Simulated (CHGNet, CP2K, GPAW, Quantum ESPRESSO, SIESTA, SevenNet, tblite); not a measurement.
**Sn(100)/C(100) interface (94 atoms): other programs against plane waves**

Aim: forces of Sn(100)/C(100) interface (94 atoms) at one geometry, from other programs and methods, against plane-wave PBE.

Results are calculated, not measured.

**1. The cell**

The cell holds 94 atoms (16 Sn and 78 C), with edges of 9.09, 9.09 and 23.44 Å. Recipe: diamond-structure Sn(100), 2 repeat layers, 4 surface cells, strained -0.90 and -0.90 %; diamond-structure C(100), 3 layers, 13 cells, -0.00 and -0.00 %; outer planes 2.08 Å apart, 12 Å of vacuum above; not relaxed, displaced by a Gaussian of 0.02 Å. Then every atom was moved at random, 0.03 Å r.m.s. a Cartesian component.

**2. The reference input**

Quantum ESPRESSO 7.5: Kohn-Sham DFT, PBE, SSSP efficiency 1.3.0 pseudopotentials, plane waves. Its input, pw.in:

```
&control
  calculation = 'scf'
  pseudo_dir = './pseudo'
  outdir = './tmp'
  disk_io = 'none'
  tprnfor = .true.
/
&system
  ibrav = 0
  nat = 94
  ntyp = 2
  ecutwfc = 45
  ecutrho = 360
  nosym = .true.
  occupations = 'smearing'
  smearing = 'fd'
  degauss = 0.003675
/
&electrons
  conv_thr = 4.7e-07
  electron_maxstep = 100
  mixing_beta = 0.2
  mixing_mode = 'local-TF'
  diagonalization = 'david'
/
ATOMIC_SPECIES
Sn 118.710 Sn.upf
C 12.011 C.upf
CELL_PARAMETERS angstrom
9.09410 0.00000 0.00000
0.00000 9.09410 0.00000
0.00000 0.00000 23.44054
ATOMIC_POSITIONS crystal
Sn 0.00391 0.99521 0.25745
Sn 0.25505 0.00476 0.32296
Sn 0.24857 0.25652 0.39511
Sn 0.00633 0.25179 0.46435
[... 88 atom lines left out ...]
C 0.86607 0.26894 0.70725
C 0.01936 0.53825 0.74138
K_POINTS gamma
```

```console
$ OMP_NUM_THREADS=1 mpirun -np 4 pw.x -in pw.in > output.txt
```

Wall time 8.7 min (4 MPI ranks of Arm Neoverse V2, shared host); peak memory 4.3 GiB.

It converged with an r.m.s. force component of 1.5 eV/Å.

**3. What was run beside it**

- CHGNet: machine-learned potential, published weights.
- CP2K 2026.2: Gaussian basis with GTH pseudopotentials and a plane-wave density; labels give functional, basis (MOLOPT sets; SR short-range, UZH the newer set with its own potentials), grid cutoff/relative cutoff and solver (OT: orbital transformation; TRS4, TC2, SIGN: linear-scaling purification with its sparsity filter), or its built-in tight binding.
- GPAW 26.7.0: PAW with atomic orbitals (LCAO), plane waves or a real-space grid of spacing h.
- SIESTA 5.4.2: numerical atomic orbitals, whose automatically made sets are far from complete, with PseudoDojo norm-conserving potentials that we converted to its format (checked against plane waves on the same files for H, C, O, Si, Ge and Ca alone); labels give functional, basis size, energy shift and mesh cutoff.
- SevenNet: machine-learned potential, published weights.
- tblite 0.8.0: extended tight binding, driven from Python.

All use the same cell and atoms, and the electronic-structure runs the same k-mesh.

**4. All runs compared**

Differences are against the reference: forces as r.m.s. over components, share as that over the reference's r.m.s. force, slope as the fitted ratio of a run's forces to the reference's.

```
                                                                    run  Δ force, r.m.s. (meV/Å)  share (%)  slope  cores  CPU time  memory (GiB)
                                                              reference                        -          -      -      4    35 min           4.3
                                                 CHGNet 0.3.0 potential                      408       27.3  0.800      1     5.7 s           3.4
                                                CHGNet r2SCAN potential                      391       26.2  0.840      1     5.4 s           3.5
          CP2K PBE, DZVP-MOLOPT-SR, 157/50 Ry, diagonalisation (coarse)                     63.2       4.23  1.025      2   6.5 min           1.1
                   CP2K PBE, DZVP-MOLOPT-SR, 450/50 Ry, diagonalisation                     54.4       3.64  1.026      4     9 min           4.9
CP2K PBEsol, PBE potentials, DZVP-MOLOPT-SR, 450/50 Ry, diagonalisation                     74.4       4.99  1.038      4   8.6 min           4.8
                                            GPAW PBE, LCAO dzp, h 0.2 Å                      145       9.74  1.004      1   4.8 min           1.3
                                         GPAW revPBE, LCAO dzp, h 0.2 Å                      183       12.3  0.998      1   5.2 min           1.3
                           SIESTA PBE, DZP, shift 0.005 Ry, mesh 300 Ry                      199       13.3  1.014      2    11 min           2.0
                            SIESTA PBE, DZP, shift 0.01 Ry, mesh 300 Ry                      175       11.7  1.020      2   7.7 min           1.7
                                                   SevenNet 0 potential                      948       63.5  0.688      1       8 s           1.1
                                                        tblite GFN1-xTB                      302       20.2  1.072      1     6.6 s          0.12
```

Rows marked coarse were listed beforehand as settings not expected to be converged; some can still land near the reference.

Times of the machine-learned potentials are mostly Python's start and the loading of weights.

CPU time is summed over cores on shared hosts, so it is rough.

**5. What came out**

Forces lie from 3.6 % (CP2K PBE, DZVP-MOLOPT-SR, 450/50 Ry, diagonalisation) to 63 % (SevenNet 0 potential) of the reference's r.m.s. force of 1.5 eV/Å away from it. The PBE runs in local orbitals, coarse settings apart, differ by 3.6 % (CP2K PBE, DZVP-MOLOPT-SR, 450/50 Ry, diagonalisation) to 13 % (SIESTA PBE, DZP, shift 0.005 Ry, mesh 300 Ry); basis, grid and potentials can all enter. Tight binding differs by 20 % (tblite GFN1-xTB); it is another model, with fitted parameters of its own, and the xTB methods hold dispersion. Machine-learned potentials differ by 26 % (CHGNet r2SCAN potential) to 63 % (SevenNet 0 potential); they were trained on other programs' data, some at another functional. Among those trained on PBE data the slope goes as low as 0.69, with a correlation of 0.78, so directions differ as well as sizes.

Rows with another functional or a dispersion term differ by 5.0 % (CP2K PBEsol, PBE potentials, DZVP-MOLOPT-SR, 450/50 Ry, diagonalisation) to 12 % (GPAW revPBE, LCAO dzp, h 0.2 Å), which mixes the change of model with differences of basis and potentials, some of them made for another functional. Runs with settings chosen to be coarse differ by 4.2 % (CP2K PBE, DZVP-MOLOPT-SR, 157/50 Ry, diagonalisation), their programs' other errors included. From CP2K PBE, DZVP-MOLOPT-SR, 157/50 Ry, diagonalisation to the finer CP2K PBE, DZVP-MOLOPT-SR, 450/50 Ry, diagonalisation the share falls from 4.2 to 3.6 %.

Caveats: Periodic xTB results under one method name differ between programs and library versions. The potentials hold different valence shells: 536 electrons in the reference, 376 in CP2K with DZVP-MOLOPT-SR; this bears on time and differences. Machine-learned potentials mimic data converged in k, so the reference's own k-point error enters their differences. The host structure and its lattice constant were typed by rule, without a check against the phase diagram. The electronic-structure runs sample only Γ, in a cell whose shortest periodic width is 9 Å, which is coarse for a cell with partly filled levels. The reference's 45/360 Ry lie under the cutoffs that SSSP recommends for Sn (60/480 Ry). The slab repeats along its normal with no dipole correction. Spin–orbit coupling is left out. Where levels are smeared, the DFT runs use Fermi–Dirac occupations at 580 K (0.05 eV), and energies are free energies. The atoms were displaced at random, and shares hang on the size of the forces that this gives. The reference's cutoffs and mesh weren't converged further here.

[Logs are printed without paths, hosts, clocks, repeated set-up lines and the standing remarks that a program may print on its own settings, such as how far it seeks lower states.]

[Hosts, paths, dates, database ids (printed as entryN), source tags and the programs' standing remarks are cut or masked in the printed files.]

[Cells were taken only where this reference lay near another plane-wave run.]
